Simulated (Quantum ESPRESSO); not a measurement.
# Sc(0001), 4 layers: k-mesh convergence, part 2 of 3

Which setting serves for Sc(0001), 4 layers? The runs below step through one kind of setting.

Quantum ESPRESSO 7.5; plane-wave DFT, PBE, GBRV ultrasoft pseudopotentials.

So far. Step 2 (Self-consistent run: 22×22×1 points): Inside the slab this potential holds the local part of the pseudopotentials, which can be repulsive at the nuclei; only its value in the vacuum has a meaning of its own. Step 3 (Ground state: 16×16×1 points): Counted from each run's own zero (the Fermi level), the vacuum level differs from the first run's by +3 meV.

**4. SCF with pw.x: 11×11×1 points**

The input, c2.in:

```
&control
  prefix = 'c2'
  outdir = './out'
  pseudo_dir = './pseudo'
  calculation = 'scf'
  tprnfor = .true.
/
&system
  ibrav = 0
  nat = 4
  ntyp = 1
  ecutwfc = 40
  ecutrho = 200
  occupations = 'smearing'
  smearing = 'mv'
  degauss = 0.02
  assume_isolated = 'esm'
  esm_bc = 'bc1'
/
&electrons
  conv_thr = 1e-07
  mixing_beta = 0.4
  electron_maxstep = 120
  mixing_mode = 'local-TF'
/
ATOMIC_SPECIES
  Sc  44.9559  sc_pbe_v1.uspp.F.UPF
CELL_PARAMETERS angstrom
  3.31000000000000 0.00000000000000 0.00000000000000
  1.65500000000000 2.86654408652649 0.00000000000000
  0.00000000000000 0.00000000000000 23.91421000000000
ATOMIC_POSITIONS crystal
  Sc  0.666666666700 0.666666666700 -0.165470864394
  Sc  0.000000000000 0.000000000000 -0.055156954798
  Sc  0.666666666700 0.666666666700 0.055156954798
  Sc  0.000000000000 0.000000000000 0.165470864394
K_POINTS automatic
  11 11 1 0 0 0
```

Launch:

```
$ OMP_NUM_THREADS=1 mpirun -n 4 pw.x -nk 4 -in c2.in > c2.out
```

Output:

```text
[banner, memory and clock lines left out]
Program PWSCF v.7.5 starts
[...]
Message from routine setup:
[...]
number of electrons       =        44.00
     number of Kohn-Sham states=           26
     kinetic-energy cutoff     =      40.0000  Ry
     charge density cutoff     =     200.0000  Ry
[...]
number of k points=    16  Marzari-Vanderbilt smearing, width (Ry)=  0.0200
[...]
Dense  grid:    73121 G-vectors     FFT dimensions: (  30,  30, 216)
[...]
negative rho (up, down):  8.650E-04 0.000E+00
     Starting wfcs are   52 randomized atomic wfcs
[...]
negative rho (up, down):  2.278E-05 0.000E+00
[...]
estimated scf accuracy    <       2.32861513 Ry
[...]
negative rho (up, down):  4.170E-08 0.000E+00
[...]
estimated scf accuracy    <       1.10625819 Ry
[...]
estimated scf accuracy    <       0.16763355 Ry
[...]
estimated scf accuracy    <       0.23847209 Ry
[...]
estimated scf accuracy    <       0.02150730 Ry
[...]
estimated scf accuracy    <       0.01700378 Ry
[...]
estimated scf accuracy    <       0.11752392 Ry
[...]
estimated scf accuracy    <       0.16889483 Ry
[...]
negative rho (up, down):  1.178E-05 0.000E+00
[...]
estimated scf accuracy    <       0.12766149 Ry
[...]
negative rho (up, down):  5.474E-04 0.000E+00
[...]
estimated scf accuracy    <       0.07876119 Ry
[...]
negative rho (up, down):  1.091E-03 0.000E+00
[...]
estimated scf accuracy    <       0.01563074 Ry
[...]
negative rho (up, down):  2.084E-03 0.000E+00
[...]
estimated scf accuracy    <       0.02280521 Ry
[...]
negative rho (up, down):  4.896E-04 0.000E+00
[...]
estimated scf accuracy    <       0.01765459 Ry
[...]
negative rho (up, down):  2.786E-04 0.000E+00
[...]
estimated scf accuracy    <       0.00035874 Ry
[...]
negative rho (up, down):  5.987E-04 0.000E+00
[...]
estimated scf accuracy    <       0.00362457 Ry
[...]
negative rho (up, down):  6.783E-04 0.000E+00
[...]
estimated scf accuracy    <       0.00940863 Ry
[...]
negative rho (up, down):  3.422E-04 0.000E+00
[...]
estimated scf accuracy    <       0.00434769 Ry
[...]
negative rho (up, down):  2.650E-04 0.000E+00
[...]
estimated scf accuracy    <       0.00008271 Ry
[...]
negative rho (up, down):  3.808E-04 0.000E+00
[...]
estimated scf accuracy    <       0.00013071 Ry
[...]
negative rho (up, down):  4.987E-04 0.000E+00
[...]
estimated scf accuracy    <       0.00022172 Ry
[...]
negative rho (up, down):  6.930E-04 0.000E+00
[...]
estimated scf accuracy    <       0.00000518 Ry
[...]
negative rho (up, down):  6.699E-04 0.000E+00
[...]
estimated scf accuracy    <       0.00000939 Ry
[...]
negative rho (up, down):  6.742E-04 0.000E+00
[...]
estimated scf accuracy    <       0.00000711 Ry
[...]
negative rho (up, down):  6.957E-04 0.000E+00
[...]
estimated scf accuracy    <       0.00000155 Ry
[...]
negative rho (up, down):  7.068E-04 0.000E+00
[...]
estimated scf accuracy    <       0.00000057 Ry
[...]
negative rho (up, down):  7.213E-04 0.000E+00
[...]
estimated scf accuracy    <       0.00000022 Ry
[...]
negative rho (up, down):  7.300E-04 0.000E+00
[...]
the Fermi energy is    -3.5818 ev
!    total energy              =    -377.18342628 Ry
     estimated scf accuracy    <       0.00000001 Ry
     smearing contrib. (-TS)   =      -0.00522725 Ry
     internal energy E=F+TS    =    -377.17819903 Ry
[...]
one-electron contribution =    4507.73902095 Ry
     hartree contribution      =   -2267.56712940 Ry
     xc contribution           =     -53.11593140 Ry
     ewald contribution        =   -2564.23415918 Ry
     convergence has been achieved in  27 iterations
     negative rho (up, down):  7.300E-04 0.000E+00
[...]
Total force =     0.017711     Total SCF correction =     0.000140
[...]
```

The job ended after 25 s (4 MPI ranks of AMD EPYC 9R45, shared host; peak memory 0.55 GiB).

This step gave:

* free energy: -5131.8419 eV
* Fermi energy: -3.582 eV
* vacuum line at the lower end of the cell, over the Fermi level: 3.582 eV
* vacuum line at the upper end of the cell, over the Fermi level: 3.582 eV

The program's own clock; routines nest. Time by routine:

| routine | wall time (s) | calls |
| --- | --- | --- |
| PWSCF | 24.39 | 1 |
| electrons | 22.26 | 1 |
| c_bands | 14.15 | 27 |
| cegterg | 10.26 | 108 |
| h_psi | 8.22 | 792 |
| fftw | 7.47 | 18698 |
| vloc_psi | 6.95 | 792 |
| mix_rho | 3.2 | 27 |
| sum_band | 2.72 | 27 |
| ffts | 2.23 | 3083 |
| init_run | 1.91 | 1 |
| newd | 1.2 | 28 |
| v_of_rho | 0.97 | 28 |
| calbec | 0.83 | 916 |

Counted from each run's own zero (the Fermi level), the vacuum level differs from the first run's by +2 meV.

**5. SCF with pw.x: 8×8×1 points**

c3.in is the input of step 4 with these lines changed:

```diff
@@ -1,3 +1,3 @@
 &control
-  prefix = 'c2'
+  prefix = 'c3'
   outdir = './out'
@@ -37,2 +37,2 @@
 K_POINTS automatic
-  11 11 1 0 0 0
+  8 8 1 0 0 0
```

Launch:

```
$ OMP_NUM_THREADS=1 mpirun -n 4 pw.x -nk 4 -in c3.in > c3.out
```

Output:

```text
[banner, memory and clock lines left out]
Program PWSCF v.7.5 starts
[...]
Message from routine setup:
[...]
number of electrons       =        44.00
     number of Kohn-Sham states=           26
     kinetic-energy cutoff     =      40.0000  Ry
     charge density cutoff     =     200.0000  Ry
[...]
number of k points=    10  Marzari-Vanderbilt smearing, width (Ry)=  0.0200
[...]
Dense  grid:    73121 G-vectors     FFT dimensions: (  30,  30, 216)
[...]
negative rho (up, down):  8.650E-04 0.000E+00
     Starting wfcs are   52 randomized atomic wfcs
[...]
negative rho (up, down):  2.312E-05 0.000E+00
[...]
estimated scf accuracy    <       2.34750124 Ry
[...]
negative rho (up, down):  4.117E-08 0.000E+00
[...]
estimated scf accuracy    <       1.09907083 Ry
[...]
estimated scf accuracy    <       0.16616717 Ry
[...]
estimated scf accuracy    <       0.20440050 Ry
[...]
estimated scf accuracy    <       0.02127616 Ry
[...]
estimated scf accuracy    <       0.01363392 Ry
[...]
estimated scf accuracy    <       0.09852798 Ry
[...]
estimated scf accuracy    <       0.08589425 Ry
[...]
estimated scf accuracy    <       0.06252398 Ry
[...]
negative rho (up, down):  2.512E-03 0.000E+00
[...]
estimated scf accuracy    <       0.24461526 Ry
[...]
negative rho (up, down):  4.159E-03 0.000E+00
[...]
estimated scf accuracy    <       0.07377434 Ry
[...]
negative rho (up, down):  6.096E-04 0.000E+00
[...]
estimated scf accuracy    <       0.01895665 Ry
[...]
negative rho (up, down):  1.217E-03 0.000E+00
[...]
estimated scf accuracy    <       0.01124087 Ry
[...]
negative rho (up, down):  7.813E-05 0.000E+00
[...]
estimated scf accuracy    <       0.00280133 Ry
[...]
negative rho (up, down):  9.513E-05 0.000E+00
[...]
estimated scf accuracy    <       0.00126750 Ry
[...]
negative rho (up, down):  2.877E-04 0.000E+00
[...]
estimated scf accuracy    <       0.00011170 Ry
[...]
negative rho (up, down):  1.985E-04 0.000E+00
[...]
estimated scf accuracy    <       0.00071192 Ry
[...]
negative rho (up, down):  6.359E-04 0.000E+00
[...]
estimated scf accuracy    <       0.00049412 Ry
[...]
negative rho (up, down):  4.006E-04 0.000E+00
[...]
estimated scf accuracy    <       0.00330891 Ry
[...]
negative rho (up, down):  5.649E-04 0.000E+00
[...]
estimated scf accuracy    <       0.00005661 Ry
[...]
negative rho (up, down):  7.038E-04 0.000E+00
[...]
estimated scf accuracy    <       0.00001821 Ry
[...]
negative rho (up, down):  7.048E-04 0.000E+00
[...]
estimated scf accuracy    <       0.00007330 Ry
[...]
negative rho (up, down):  7.105E-04 0.000E+00
[...]
estimated scf accuracy    <       0.00001410 Ry
[...]
negative rho (up, down):  7.067E-04 0.000E+00
[...]
estimated scf accuracy    <       0.00000052 Ry
[...]
negative rho (up, down):  7.110E-04 0.000E+00
[...]
estimated scf accuracy    <       0.00000073 Ry
[...]
negative rho (up, down):  7.321E-04 0.000E+00
[...]
estimated scf accuracy    <       0.00000041 Ry
[...]
negative rho (up, down):  7.303E-04 0.000E+00
[...]
the Fermi energy is    -3.5809 ev
!    total energy              =    -377.18325850 Ry
     estimated scf accuracy    <       0.00000005 Ry
     smearing contrib. (-TS)   =      -0.00589203 Ry
     internal energy E=F+TS    =    -377.17736647 Ry
[...]
one-electron contribution =    4507.73689437 Ry
     hartree contribution      =   -2267.56416576 Ry
     xc contribution           =     -53.11593590 Ry
     ewald contribution        =   -2564.23415918 Ry
     convergence has been achieved in  27 iterations
     negative rho (up, down):  7.303E-04 0.000E+00
[...]
Total force =     0.017844     Total SCF correction =     0.000997
[...]
```

Wall time 20 s (4 MPI ranks); peak memory 0.57 GiB.

Numbers from this step:

| Quantity | Value |
| --- | --- |
| free energy | -5131.8397 eV |
| Fermi energy | -3.581 eV |
| vacuum line at the lower end of the cell, over the Fermi level | 3.581 eV |
| vacuum line at the upper end of the cell, over the Fermi level | 3.581 eV |

The program's own clock; routines nest. Time by routine:

| routine | wall time (s) | calls |
| --- | --- | --- |
| PWSCF | 19.53 | 1 |
| electrons | 17.49 | 1 |
| c_bands | 9.94 | 27 |
| cegterg | 7.59 | 81 |
| h_psi | 6.15 | 597 |
| fftw | 5.62 | 13980 |
| vloc_psi | 5.21 | 597 |
| mix_rho | 3.03 | 27 |
| sum_band | 2.33 | 27 |
| ffts | 2.13 | 2919 |
| init_run | 1.83 | 1 |
| newd | 1.21 | 28 |
| v_of_rho | 0.97 | 28 |
| hinit0 | 0.72 | 1 |

Counted from each run's own zero (the Fermi level), the vacuum level differs from the first run's by +1 meV.

**6. Self-consistent run: 6×6×1 points**

c4.in is the input of step 5 with these lines changed:

```diff
@@ -1,3 +1,3 @@
 &control
-  prefix = 'c3'
+  prefix = 'c4'
   outdir = './out'
@@ -37,2 +37,2 @@
 K_POINTS automatic
-  8 8 1 0 0 0
+  6 6 1 0 0 0
```

Launch:

```
$ OMP_NUM_THREADS=1 mpirun -n 4 pw.x -nk 2 -in c4.in > c4.out
```

Output:

```text
[banner, memory and clock lines left out]
Program PWSCF v.7.5 starts
[...]
Message from routine setup:
[...]
number of electrons       =        44.00
     number of Kohn-Sham states=           26
     kinetic-energy cutoff     =      40.0000  Ry
     charge density cutoff     =     200.0000  Ry
[...]
number of k points=     7  Marzari-Vanderbilt smearing, width (Ry)=  0.0200
[...]
Dense  grid:    73121 G-vectors     FFT dimensions: (  30,  30, 216)
[...]
negative rho (up, down):  8.650E-04 0.000E+00
     Starting wfcs are   52 randomized atomic wfcs
[...]
negative rho (up, down):  2.258E-05 0.000E+00
[...]
estimated scf accuracy    <       2.31200544 Ry
[...]
negative rho (up, down):  3.729E-08 0.000E+00
[...]
estimated scf accuracy    <       1.08490768 Ry
[...]
estimated scf accuracy    <       0.16337676 Ry
[...]
estimated scf accuracy    <       0.09871651 Ry
[...]
estimated scf accuracy    <       0.05912449 Ry
[...]
estimated scf accuracy    <       0.06369674 Ry
[...]
estimated scf accuracy    <       0.06216550 Ry
[...]
estimated scf accuracy    <       0.01656168 Ry
[...]
estimated scf accuracy    <       0.04529791 Ry
[...]
negative rho (up, down):  9.138E-05 0.000E+00
[...]
estimated scf accuracy    <       0.18051265 Ry
[...]
negative rho (up, down):  5.172E-03 0.000E+00
[...]
estimated scf accuracy    <       0.24232215 Ry
[...]
negative rho (up, down):  5.167E-03 0.000E+00
[...]
estimated scf accuracy    <       0.10810381 Ry
[...]
negative rho (up, down):  2.643E-03 0.000E+00
[...]
estimated scf accuracy    <       0.03218244 Ry
[...]
negative rho (up, down):  7.177E-04 0.000E+00
[...]
estimated scf accuracy    <       0.00146420 Ry
[...]
negative rho (up, down):  5.063E-04 0.000E+00
[...]
estimated scf accuracy    <       0.00388259 Ry
[...]
negative rho (up, down):  5.457E-04 0.000E+00
[...]
estimated scf accuracy    <       0.00088100 Ry
[...]
negative rho (up, down):  4.485E-04 0.000E+00
[...]
estimated scf accuracy    <       0.01194550 Ry
[...]
negative rho (up, down):  6.283E-04 0.000E+00
[...]
estimated scf accuracy    <       0.00391633 Ry
[...]
negative rho (up, down):  6.436E-04 0.000E+00
[...]
estimated scf accuracy    <       0.00423203 Ry
[...]
negative rho (up, down):  7.117E-04 0.000E+00
[...]
estimated scf accuracy    <       0.00903570 Ry
[...]
negative rho (up, down):  9.838E-04 0.000E+00
[...]
estimated scf accuracy    <       0.00111099 Ry
[...]
negative rho (up, down):  1.847E-04 0.000E+00
[...]
estimated scf accuracy    <       0.00218525 Ry
[...]
negative rho (up, down):  2.236E-04 0.000E+00
[...]
estimated scf accuracy    <       0.00052922 Ry
[...]
negative rho (up, down):  7.589E-04 0.000E+00
[...]
estimated scf accuracy    <       0.00003984 Ry
[...]
negative rho (up, down):  7.907E-04 0.000E+00
[...]
estimated scf accuracy    <       0.00004406 Ry
[...]
negative rho (up, down):  8.018E-04 0.000E+00
[...]
estimated scf accuracy    <       0.00002664 Ry
[...]
negative rho (up, down):  8.077E-04 0.000E+00
[...]
estimated scf accuracy    <       0.00003523 Ry
[...]
negative rho (up, down):  7.642E-04 0.000E+00
[...]
estimated scf accuracy    <       0.00000820 Ry
[...]
negative rho (up, down):  7.622E-04 0.000E+00
[...]
estimated scf accuracy    <       0.00000324 Ry
[...]
negative rho (up, down):  7.828E-04 0.000E+00
[...]
estimated scf accuracy    <       0.00000085 Ry
[...]
negative rho (up, down):  7.601E-04 0.000E+00
[...]
estimated scf accuracy    <       0.00000186 Ry
[...]
negative rho (up, down):  7.356E-04 0.000E+00
[...]
estimated scf accuracy    <       0.00000034 Ry
[...]
negative rho (up, down):  7.227E-04 0.000E+00
[...]
the Fermi energy is    -3.5867 ev
!    total energy              =    -377.18391852 Ry
     estimated scf accuracy    <       0.00000003 Ry
     smearing contrib. (-TS)   =      -0.00456348 Ry
     internal energy E=F+TS    =    -377.17935504 Ry
[...]
one-electron contribution =    4507.78769027 Ry
     hartree contribution      =   -2267.61614474 Ry
     xc contribution           =     -53.11674139 Ry
     ewald contribution        =   -2564.23415918 Ry
     convergence has been achieved in  33 iterations
     negative rho (up, down):  7.227E-04 0.000E+00
[...]
Total force =     0.017759     Total SCF correction =     0.000884
[...]
```

Wall time 17 s (4 MPI ranks); peak memory 0.52 GiB.

This step gave:

```
free energy                                                    : -5131.8486 eV
Fermi energy                                                   : -3.587 eV
vacuum line at the lower end of the cell, over the Fermi level : 3.587 eV
vacuum line at the upper end of the cell, over the Fermi level : 3.587 eV
```

The program's own clock; routines nest. Time by routine:

| routine | wall time (s) | calls |
| --- | --- | --- |
| PWSCF | 16.18 | 1 |
| electrons | 15.17 | 1 |
| c_bands | 8.44 | 33 |
| cegterg | 7.3 | 132 |
| h_psi | 5.88 | 916 |
| fftw | 5.8 | 21652 |
| vloc_psi | 5.18 | 916 |
| sum_band | 2.59 | 33 |
| mix_rho | 2.17 | 33 |
| ffts | 1.62 | 3753 |
| newd | 1.36 | 34 |
| init_run | 0.86 | 1 |
| v_of_rho | 0.61 | 34 |
| calbec | 0.47 | 1064 |

Counted from each run's own zero (the Fermi level), the vacuum level differs from the first run's by +7 meV.

[end of part 2 of 3]

[Logs are printed without paths, hosts, clocks, repeated set-up lines and the standing remarks that a program may print on its own settings, such as how far it seeks lower states.]

[Hosts, paths, dates, database ids (printed as entryN), source tags and the programs' standing remarks are cut or masked in the printed files.]

[Maps of the electrostatic potential energy from Ansatz leave out the sawtooth potential of an applied field or a dipole correction, so their vacuum need not be flat; planar profiles and work functions include it.]
